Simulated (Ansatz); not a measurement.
## LiCl (Fm-3m): how G0W0 depends on its starting point

One-shot GW is not self-consistent; how far does the start matter for LiCl (Fm-3m)?

Main program and level: Ansatz 0.2.0; G0W0 on several functionals, plane waves, PAW.

In doubt: masses and optical values from hybrid runs of this build are listed as unsure (steps 3, 4), which bears on the screening that GW takes from such a start.

## (1) Set-up

Symmetry: Fm-3m, No. 225, cubic system. Conventional cell: a = 5.143 Å, b = 5.143 Å, c = 5.143 Å, α = 90.00°, β = 90.00°, γ = 90.00°. Nearest to Li lie 6 Cl at 2.57 Å. Nearest to Cl lie 6 Li at 2.57 Å. Farther neighbours and most contacts between anions are not listed.

The cell and positions come from the Crystallography Open Database and are kept as given unless a step says otherwise.

## (2) G0W0 on PBE

G0W0 replaces the xc potential by the self-energy, built once from these orbitals. Only a window of levels is corrected, while the sums run over the empty bands that the input names. This step takes PAW set soft_1 files.

This step: G0W0 on PBE, plane waves, PAW; PAW set soft_1.

Input file input.yaml:

```yaml
crystal:
  lattice:
    - [0.0, 2.5715, 2.5715]
    - [2.5715, 0.0, 2.5715]
    - [2.5715, 2.5715, 0.0]
  atoms:
    - { symbol: Li, position: [0.0, 0.0, 0.0] }
    - { symbol: Cl, position: [0.5, 0.5, 0.5] }
kpoints:
  mp_grid: { grid: [6, 6, 6] }
hamiltonian:
  xc: pbe
  pseudopotentials: { kind: paw, azcp: { folder: soft_1 } }
scf:
  occupations: { method: fixed }
gw:
  n_empty_bands: 101
  ecut_chi: 120
  qp_bands: [v2, c2]
  qp_kpoints: band_edges
  screening: { model: contour_deformation }
```

Launch:

```sh
ansatz run input.yaml --threads 24 --pin off --max-ram 82944MiB --backend cuda --events-out ev --progress --plain --runs-dir out --devices 1 --max-vram 78GiB
```

Numbers of over 12 decimals in the logs are rounded to 6 here.

Output:

```text
GPUs: using 1 of 1 available (devices: 1).
Engine: ansatz 0.2.0, aarch64-unknown-linux-gnu
Pseudopotentials: kind: paw
Pseudopotential: Li, paw, valence charge 3, recommended cutoff 420 eV (normal), soft_1/Li.paw.azcp
Pseudopotential: Cl, paw, valence charge 7, recommended cutoff 420 eV (normal), soft_1/Cl.paw.azcp
Functional definition: PBE
  parameter kappa = 0.804
  parameter beta = 0.066725
  exchange = pbe_x(kappa = kappa, mu = beta*pi^2/3)
  correlation = pbe_c(beta = beta)
device memory: the entry about to start is reckoned to put 0.4 GiB on a device that reports 177.4 GiB free (of which the cap on the GPU budget leaves the run 78.0 GiB)
GPU FFT provider: cuFFT
GPU libraries: cuBLAS 13.8.1, cuFFT 12.4.0, cuSOLVER 12.3.2
GPU matrix products: emulated (plane waves: as basis.precision tells), large ones in fixed point in workspaces of 1.00 GiB
Crystal: 2 atoms, lattice volume = 34.009 Å³
Basis set: ecut = 420 eV, 645 PW (Γ)
Bands: 9, of which v1, the nominal top of the filled ones, is band 5 counted from 1 (4 counted from 0)
Symmetry: 48 space group operations
Space group: Fm-3m (ITA 225), of the structure as read, at distance tolerance 3.2e-5 Å
k-points: 16 of 216
Non-local potential: Li, projectors of the file, l = 0: 3, l = 1: 2, l = 2: 1
Non-local potential: Cl, projectors of the file, l = 0: 2, l = 1: 2, l = 2: 1
PAW form: soft (Blöchl's): semilocal exchange-correlation on the pseudo side does not see the compensation charge
PAW one-centre angular grid: Li, 110 points (default); XC on 96 Gauss nodes
PAW one-centre angular grid: Cl, 110 points (default); XC on 64 Gauss nodes
Initial density: superposition of atomic densities (chi_scale 0.1, normalization cell, long waves kept (reshape's long-wave potential 0.00 eV rms))
Initial wavefunctions: pseudopotential atomic-orbital guess
GPU buffer pool allocated for 15625 grid points (all kernels)
GPU transforms: local potential and band sums: pruned to the plane-wave sphere, on 25×25×25
Functional: x = pbe(κ = 0.804, μ = 0.219515), c = pbe(β = 0.066725)
SCF iter   1: F=—  HF=-1287.810735 eV  |F-HF|=—  |Δ(HF+E_count)|=         —  Δρ=2.86e-2  dr2=1.93e-1  ethr=3.10e-3  ⟨swp⟩=4.6  Hψ=977  notcnv=0  defer=24
preconditioner: auto → none  [insulator: Δε(μ)=5.859 eV  Ē_g=13.746 eV  n_scr=8 (ndim 8)  ℏωp=18.0 eV  f_vac=0.000  ε∞_Penn≈2.7]
SCF iter   2: F=—  HF=-1287.825886 eV  |F-HF|=—  |Δ(HF+E_count)|=   1.52e-2  Δρ=1.36e-2  dr2=4.18e-2  ethr=1.93e-3  ⟨swp⟩=2.2  Hψ=313  notcnv=0  defer=27
SCF iter   3: F=—  HF=-1287.835279 eV  |F-HF|=—  |Δ(HF+E_count)|=   9.39e-3  Δρ=2.75e-3  dr2=2.28e-3  ethr=4.18e-4  ⟨swp⟩=2.1  Hψ=231  notcnv=0  defer=28
SCF iter   4: F=—  HF=-1287.834962 eV  |F-HF|=—  |Δ(HF+E_count)|=   3.17e-4  Δρ=4.65e-4  dr2=4.85e-5  ethr=2.28e-5  ⟨swp⟩=2.8  Hψ=238  notcnv=0  defer=30
SCF iter   5: F=—  HF=-1287.835038 eV  |F-HF|=—  |Δ(HF+E_count)|=   7.57e-5  Δρ=8.04e-5  dr2=2.74e-6  ethr=4.85e-7  ⟨swp⟩=2.5  Hψ=253  notcnv=0  defer=28
SCF iter   6: F=-1287.835037 eV  HF=-1287.835037 eV  |F-HF|=3.50e-9  |Δ(HF+E_count)|=   1.00e-6  Δρ=6.66e-6  dr2=1.11e-8  ethr=1.00e-9  ⟨swp⟩=4.6  Hψ=827  notcnv=0
SCF 1 converged in 6 iterations: F = -1287.835037 eV  dr2 = 1.11e-8
  greatest PAW one-centre occupation: 1.000 electrons in one spin orbital (limit 2), on the Li atom at site 0 (counted from 0), in its partial waves of l = 0
device memory: the entry about to start is reckoned to put 0.5 GiB on a device that reports 176.9 GiB free (of which the cap on the GPU budget leaves the run 78.0 GiB)
NSCF: frozen V_eff on 16 k-points, pencils in batches of 32, up to order 36
the band table was solved once the SCF had ended and its energy, with any forces and stress, was formed, with the checks that follow a solve (1133 applications of the Hamiltonian). They found nothing against the state; the energy, forces and stress were not computed again (output.eigenvalues in the input reference)
device memory: the entry about to start is reckoned to put 8.1 GiB on a device that reports 181.8 GiB free (of which the cap on the GPU budget leaves the run 78.0 GiB)
NSCF: frozen V_eff on 16 k-points
G₀W₀ screening: q 1/16
[... further progress lines ...]
device memory: the entry about to start is reckoned to put 0.3 GiB on a device that reports 173.5 GiB free (of which the cap on the GPU budget leaves the run 78.0 GiB)
NSCF: frozen V_eff on 1 k-points
device memory: the entry about to start is reckoned to put 0.3 GiB on a device that reports 173.5 GiB free (of which the cap on the GPU budget leaves the run 78.0 GiB)
NSCF: frozen V_eff on 1 k-points
SCF converged after 6 iterations
Free energy (F): -1287.835037 eV
Harris-Foulkes:  -1287.835037 eV  (|F-HF|=3.50e-9)
Internal energy: -1287.835037 eV  (E = F + TS)
E sigma→0 (E₀):  -1287.835037 eV
Fermi energy:    1.618253 eV
--- Per-component energies (eV) ---
  E_band       = -104.011418
  E_kinetic    = 169.916324
  E_local      = -328.897922  (includes V_loc(G=0)·N_el)
  E_nonlocal   = 11.492121
  E_hartree    = 96.618056
  E_xc         = -117.311627
  E_vxc        = -129.220275  (∫ρ·V_xc dr)
  E_paw        = -683.308123  (= ΣΔE_a)
  E_vpaw       = -20.539386  (= ΣTr[D̂ρ^β])
  E_aug_tail   = 0.000363  (compensation charges beyond the density's cutoff)
  E_ewald      = -436.344230
  E_smearing   = -0.000000  (= −TS)
  E_closure    = 0.000000  (closes the sum)
  Σ components = -1287.835037   (vs F -1287.835037, Δ=0.00e0)
--- Band table (eV; the first three rows and the last of 16) ---
  k-point 0: bands = ["-41.9037", "-11.7518", "1.6183", "1.6183", "1.6183", "7.9053", "13.4050", "13.4050", "13.4050"]
  k-point 1: bands = ["-41.9030", "-11.6236", "0.7677", "1.5501", "1.5501", "8.5953", "12.4373", "13.0087", "13.0087"]
  k-point 2: bands = ["-41.9017", "-11.3455", "-0.5789", "1.4244", "1.4244", "8.6527", "11.5823", "11.5823", "13.2467"]
  k-point 15: bands = ["-41.9002", "-10.9604", "-0.8754", "-0.0107", "0.5619", "10.2794", "10.9610", "12.8709", "12.9691"]
--- G₀W₀: contour deformation, 5 samples at zero and on the imaginary axis and 2 off it, 216 q-points, 101 empty bands' worth ---
  eigenvalues of the whole cell's RPA ε∞ on this k-mesh (on a slab, of 1 + 4πα/V) = 2.7509, 2.7509, 2.7509; static W/v taken at q = 0 is 0.363515
  bands read: the sum over 106 bands ends inside a degenerate multiplet in 1 slot, whose members it reads at an even weight; the widest, k=2: bands 106 to 107 (counted from 1) at 1/2 each
  gw.qp_kpoints: band_edges: 12 of 16 stored k-points solved, in 1 pass; an edge of the gap read off the rows below is read off those points alone
    valence top: of the k-points left out ik 5 came nearest to being solved in a further pass, in band 4 (counted from 1, as in the quasiparticle table): it holds the edge there only if its correction is more favourable than any solved in that band by at least 0.531 eV; those differ by 0.224 eV
    conduction bottom: of the k-points left out ik 11 came nearest to being solved in a further pass, in band 6 (counted from 1, as in the quasiparticle table): it holds the edge there only if its correction is more favourable than any solved in that band by at least 1.808 eV; those differ by 0.264 eV
    ik  band        ε_KS         Σx   Σc(E_QP)       V_xc       Z   E_QP_lin       E_QP  E_QP is
     0     4      1.6183   -21.2758     2.5147   -17.1004  0.8008    -0.0679    -0.0424  root
     0     5      1.6183   -21.2758     2.5147   -17.1004  0.8008    -0.0679    -0.0424  root
     0     6      7.9053    -6.2149    -3.6249   -10.6043  0.8456     8.6738     8.6698  root
     0     7     13.4050    -4.5248    -4.0463    -9.7905  0.8334    14.6391    14.6244  root
     1     4      1.5501   -21.2283     2.5299   -17.0257  0.8006    -0.1485    -0.1224  root
     1     5      1.5501   -21.2283     2.5299   -17.0257  0.8006    -0.1485    -0.1224  root
     1     6      8.5953    -6.2434    -3.6854   -10.7603  0.8424     9.4317     9.4267  root
     1     7     12.4373    -4.7369    -3.9995    -9.8247  0.8328    13.5370    13.5257  root
     2     4      1.4244   -21.1615     2.5606   -16.9064  0.8000    -0.2973    -0.2701  root
     2     5      1.4244   -21.1615     2.5606   -16.9064  0.8000    -0.2973    -0.2701  root
     2     6      8.6527    -4.8774    -3.6005    -9.3258  0.8479     9.5057     9.5006  root
     2     7     11.5823    -3.9795    -3.9220    -9.1030  0.8404    12.7963    12.7838  root
     3     4      1.3663   -21.1398     2.5755   -16.8596  0.7997    -0.3661    -0.3383  root
     3     5      1.3663   -21.1398     2.5755   -16.8596  0.7997    -0.3661    -0.3383  root
     3     6      8.3552    -4.5752    -3.5253    -8.9339  0.8504     9.1933     9.1886  root
     3     7     11.0510    -3.9588    -3.8370    -8.9813  0.8434    12.2480    12.2365  root
     4     4      1.3173   -20.9420     2.5739   -16.6606  0.7998    -0.4181    -0.3900  root
     4     5      1.3173   -20.9420     2.5739   -16.6606  0.7998    -0.4181    -0.3900  root
     4     6      9.0953    -6.8184    -3.7532   -11.4481  0.8378     9.9778     9.9719  root
     4     7     11.9892    -4.0382    -3.8285    -8.8784  0.8408    13.0096    13.0008  root
     6     4      0.7392   -20.2645     2.6605   -15.8237  0.7980    -1.0737    -1.0409  root
     6     5      1.1310   -20.8385     2.6166   -16.4850  0.7990    -0.6356    -0.6058  root
     6     6      9.3234    -5.0520    -3.6348    -9.6038  0.8449    10.2466    10.2405  root
     6     7     10.9062    -4.5855    -3.8358    -9.5694  0.8406    12.0652    12.0543  root
[...]
12     4      0.5330   -20.2753     2.7519   -15.7034  0.7961    -1.3225    -1.2870  root
    12     5      0.5330   -20.2753     2.7519   -15.7034  0.7961    -1.3225    -1.2870  root
    12     6      9.4324    -5.1182    -3.6406    -9.7537  0.8452    10.4347    10.4273  root
    12     7      9.8711    -3.9670    -3.5029    -8.3268  0.8502    10.7331    10.7279  root
    14     4     -0.0878   -19.5250     2.8523   -14.7882  0.7935    -2.0135    -1.9723  root
    14     5      0.8447   -20.5250     2.6679   -16.0801  0.7980    -0.9645    -0.9322  root
    14     6     10.4843    -4.9332    -3.8202    -9.7713  0.8396    11.5106    11.5021  root
    14     7     10.8893    -5.2215    -3.8318   -10.1802  0.8380    12.0268    12.0162  root
```

Wall time 2.6 s (1 × NVIDIA GB200 (shared by 2 runs) with 24 threads of Arm Neoverse V2, shared host); peak memory 1.1 GiB.

Numbers from this step:

```
bands summed                                 : 106
RPA ε∞ on this mesh (eigenvalues)            : 2.751, 2.751, 2.751
plane waves in the screening matrix          : 113
q-points in the mesh                         : 216
G0W0 gap on the mesh                         : 8.712 eV
k of the valence top                         : 0, 0, 0
k of the conduction bottom                   : 0, 0, 0
starting gap on the mesh                     : 6.287 eV
Z at the valence top                         : 0.8008
Z at the conduction bottom                   : 0.8456
least direct G0W0 gap on the computed points : 8.712 eV
```

The gap on the mesh goes from 6.29 eV to 8.71 eV, a correction of +2.43 eV. Between the two edge states, bare exchange in place of the xc potential would open the gap by 8.56 eV, and correlation takes back 6.14 eV.

## (3) G0W0 on HSE06

One-shot GW remembers its start. Another functional's orbitals and levels show by how much.

This step: G0W0 on HSE06, plane waves, PAW; PAW set soft_1.

Edit input.yaml of step 2 so:

```diff
@@ -11,3 +11,3 @@
 hamiltonian:
-  xc: pbe
+  xc: hse06
   pseudopotentials: { kind: paw, azcp: { folder: soft_1 } }
```

Output:

```text
GPUs: using 1 of 1 available (devices: 1).
[...]
davidson cushion auto → on  (no smearing: the cushion is to keep the highest requested band from converging to the state above it; pin scf.eigensolver.cushion to override)
[...]
Crystal: 2 atoms, lattice volume = 34.009 Å³
Basis set: ecut = 420 eV, 645 PW (Γ)
Bands: 9, of which v1, the nominal top of the filled ones, is band 5 counted from 1 (4 counted from 0)
Symmetry: 48 space group operations
[...]
k-points: 16 of 216
[...]
SCF iter   1: F=—  HF=-1287.807756 eV  |F-HF|=—  |Δ(HF+E_count)|=         —  Δρ=2.86e-2  dr2=1.95e-1  ethr=1.00e-1  ⟨swp⟩=5.8  Hψ=564  notcnv=0
[...]
SCF iter   2: F=—  HF=-1287.824300 eV  |F-HF|=—  |Δ(HF+E_count)|=   1.65e-2  Δρ=1.36e-2  dr2=4.24e-2  ethr=1.95e-3  ⟨swp⟩=3.7  Hψ=428  notcnv=0
[...]
SCF iter   3: F=-1287.832640 eV  HF=-1287.834007 eV  |F-HF|=1.37e-3  |Δ(HF+E_count)|=   9.71e-3  Δρ=2.95e-3  dr2=2.62e-3  ethr=2.60e-5  ⟨swp⟩=2.2  Hψ=781  notcnv=0
SCF 1 stopped early in 3 iterations: F = -1287.832640 eV  dr2 = 2.62e-3
[...]
Exchange kernel: α = 0.2500, screened, ω = 0.2079 Å⁻¹, Wigner–Seitz truncation, v(0) = 1045.8599 eV·Å³, q-mesh 6×6×6, nearest image of the exchange supercell L = 21.82 Å, pair-density grid 15×15×15, without the augmentation charges, whose exchange is taken in its separable form by FFT convolution over the k-point mesh (sized by the pseudopotential files, 20×20×20 at the most), smooth part of the exact exchange by density-matrix convolution in up to 1.65 GiB of GPU memory as planned if the GPU has room (build and FFT work areas not counted)
Frozen-core exchange: fock
SCF iter   1: F=—  HF=-1288.688618 eV  |F-HF|=—  |Δ(HF+E_count)|=         —  Δρ=5.15e-3  dr2=5.45e-3  ethr=2.62e-4  ⟨swp⟩=4.0  Hψ=553  notcnv=0
[...]
SCF iter   2: F=—  HF=-1288.688098 eV  |F-HF|=—  |Δ(HF+E_count)|=   5.20e-4  Δρ=1.71e-3  dr2=8.03e-4  ethr=4.96e-5  ⟨swp⟩=3.1  Hψ=409  notcnv=0
[...]
SCF iter   5: F=-1288.689452 eV  HF=-1288.689452 eV  |F-HF|=2.55e-7  |Δ(HF+E_count)|=   1.25e-5  Δρ=3.43e-5  dr2=8.16e-7  ethr=5.03e-8  ⟨swp⟩=3.2  Hψ=448  notcnv=0
SCF 2 stopped early in 5 iterations: F = -1288.689452 eV  dr2 = 8.16e-7
hybrid outer 1: dexx = +1.580e-3 eV, tail = 3.87e-6 eV
[...]
SCF 3 converged in 2 iterations: F = -1288.689472 eV  dr2 = 4.23e-9
hybrid outer 2: dexx = +1.779e-8 eV, tail = 9.15e-9 eV, Δε = 1.73e-3 eV (about 1.23e-4 eV left of the loop's levels)
[...]
0     4      0.6598   -21.2759     2.1772   -18.0353  0.8267    -0.4112    -0.4037  root
     0     5      0.6598   -21.2759     2.1772   -18.0353  0.8267    -0.4112    -0.4037  root
     0     6      8.3366    -6.0391    -3.4291   -10.0640  0.8651     8.9343     8.9324  root
     0     7     14.0201    -4.3935    -3.7109    -9.0028  0.8565    14.9241    14.9185  root
     1     4      0.5850   -21.2277     2.1893   -17.9666  0.8265    -0.4945    -0.4867  root
     1     5      0.5850   -21.2277     2.1893   -17.9666  0.8265    -0.4945    -0.4867  root
     1     6      9.0514    -6.0301    -3.4770   -10.1478  0.8625     9.6944     9.6921  root
     1     7     13.0054    -4.5740    -3.6919    -9.0684  0.8554    13.8123    13.8078  root
[...]
14     4     -1.1650   -19.6274     2.4425   -15.9651  0.8206    -2.3969    -2.3848  root
    14     5     -0.1732   -20.5634     2.2984   -17.1197  0.8242    -1.3280    -1.3184  root
    14     6     11.0023    -4.7826    -3.5571    -9.1086  0.8606    11.7748    11.7712  root
    14     7     11.4332    -5.0361    -3.5506    -9.4434  0.8596    12.2945    12.2899  root
```

Run time: 6.4 s. Hardware: 1 × NVIDIA GB200 (shared by 2 runs) with 24 threads; peak memory 1.3 GiB; 26 s of CPU time.

Numbers from this step:

- bands summed: 106
- RPA ε∞ on this mesh (eigenvalues): 2.471, 2.471, 2.471
- plane waves in the screening matrix: 113
- q-points in the mesh: 216
- G0W0 gap on the mesh: 9.336 eV
- k of the valence top: 0, 0, 0
- k of the conduction bottom: 0, 0, 0
- starting gap on the mesh: 7.677 eV
- Z at the valence top: 0.8267
- Z at the conduction bottom: 0.8651
- least direct G0W0 gap on the computed points: 9.336 eV

Against the run with 6×6×6 mesh, 101 empty bands, screening to 120 eV, PAW set soft_1 files on PBE, the gap moves by +0.62 eV, while the start moved by +1.39 eV.

## (4) G0W0 on PBE0

This step: G0W0 on PBE0, plane waves, PAW; PAW set soft_1.

Edit input.yaml of step 3 so:

```diff
@@ -11,3 +11,3 @@
 hamiltonian:
-  xc: hse06
+  xc: pbe0
   pseudopotentials: { kind: paw, azcp: { folder: soft_1 } }
```

Output:

```text
GPUs: using 1 of 1 available (devices: 1).
[...]
Crystal: 2 atoms, lattice volume = 34.009 Å³
Basis set: ecut = 420 eV, 645 PW (Γ)
Bands: 9, of which v1, the nominal top of the filled ones, is band 5 counted from 1 (4 counted from 0)
Symmetry: 48 space group operations
[...]
k-points: 16 of 216
[...]
1     5      0.1855   -21.2284     2.0759   -18.3632  0.8354    -0.6074    -0.6037  root
     1     6      9.3798    -6.0327    -3.3809    -9.8191  0.8696     9.7861     9.7852  root
     1     7     13.3612    -4.5633    -3.5795    -8.6965  0.8634    13.9167    13.9149  root
[...]
12     4     -0.9233   -20.3100     2.2368   -17.1836  0.8321    -1.8182    -1.8130  root
    12     5     -0.9233   -20.3100     2.2368   -17.1836  0.8321    -1.8182    -1.8130  root
    12     6     10.2568    -4.9686    -3.2973    -8.7877  0.8727    10.7799    10.7786  root
    12     7     10.6045    -3.8364    -3.1869    -7.4597  0.8766    11.0418    11.0409  root
```

Run time: 6.6 s. Hardware: 1 × NVIDIA GB200 (shared by 2 runs) with 24 threads; peak memory 1.3 GiB; 26 s of CPU time.

Numbers from this step:

```yaml
bands_summed: 106
rpa_eps_infinity_on_this_mesh_eigenvalues: 2.392, 2.392, 2.392
plane_waves_in_the_screening_matrix: 113
g0w0_gap_on_the_mesh: 9.542 eV
k_of_the_valence_top: 0, 0, 0
k_of_the_conduction_bottom: 0, 0, 0
starting_gap_on_the_mesh: 8.395 eV
least_direct_g0w0_gap_on_the_computed_points: 9.542 eV
```

Against the run with 6×6×6 mesh, 101 empty bands, screening to 120 eV, PAW set soft_1 files on HSE06, the gap moves by +0.21 eV, while the start moved by +0.72 eV.

## (5) Side by side

All on the 6×6×6 mesh with 101 empty bands and screening to 120 eV. Times are wall times on 1 × NVIDIA GB200 (shared by 2 runs) with 24 threads of Arm Neoverse V2, shared host, good to a factor of about two.

```csv
start,starting gap (eV),shift (eV),G0W0 gap (eV),RPA ε∞ (harmonic mean),"Z (valence, conduction)",time
PBE,6.29,+2.43,8.71,2.75,"0.80, 0.85",2.6 s
HSE06,7.68,+1.66,9.34,2.47,"0.83, 0.87",6.4 s
PBE0,8.39,+1.15,9.54,2.39,"0.84, 0.87",6.6 s
```

The parts of the quasiparticle energy at the two band edges (eV; QP = start + Σx + Σc − Vxc):

```csv
run,edge,start,Σx,Σc,Vxc,Z,QP
PBE,valence top,1.62,-21.28,2.51,-17.10,0.80,-0.04
PBE,conduction bottom,7.91,-6.21,-3.62,-10.60,0.85,8.67
HSE06,valence top,0.66,-21.28,2.18,-18.04,0.83,-0.40
HSE06,conduction bottom,8.34,-6.04,-3.43,-10.06,0.87,8.93
PBE0,valence top,0.26,-21.28,2.06,-18.43,0.84,-0.52
PBE0,conduction bottom,8.66,-6.05,-3.34,-9.75,0.87,9.02
```

For a hybrid start, Vxc holds its share of exact exchange.

## (6) Summary of results

* G0W0@PBE: 8.71 eV (start 6.29 eV)
* G0W0@HSE06: 9.34 eV (start 7.68 eV)
* G0W0@PBE0: 9.54 eV (start 8.39 eV)
* known limits: not at the basis limit

In words: The starting gaps span 2.11 eV and the G0W0 gaps 0.83 eV. Between PBE and PBE0, 0.83 eV of the 2.11 eV survives, 39 %. PBE0 screens less than PBE (ε∞ 2.39 against 2.75). Of the 0.83 eV by which its G0W0 gap is higher, the correlation part gives +0.74 eV, and exchange with the one-particle terms, which follow the orbitals, +0.09 eV. The smallest correction, +1.15 eV, is on PBE0, the start nearest to reproducing itself. Bands and cutoff are finite, so the gap is not at the basis limit. The miss can reach some tenths of an eV and take either sign; the mesh is an error of its own.

[Paths, hosts, dates, memory and timing lines, banners, echoed tables and standing remarks are left out of the program output.]

[Logs are printed without paths, hosts, clocks, repeated set-up lines and the standing remarks that a program may print on its own settings, such as how far it seeks lower states.]

[Runs of the session that timed out or met a known fault of the program may be left out.]

[Cells called generated may have been cut or substituted from an entry of the Crystallography Open Database or the Materials Project.]

[Hosts, paths, dates, database ids (printed as entryN), source tags and the programs' standing remarks are cut or masked in the printed files.]
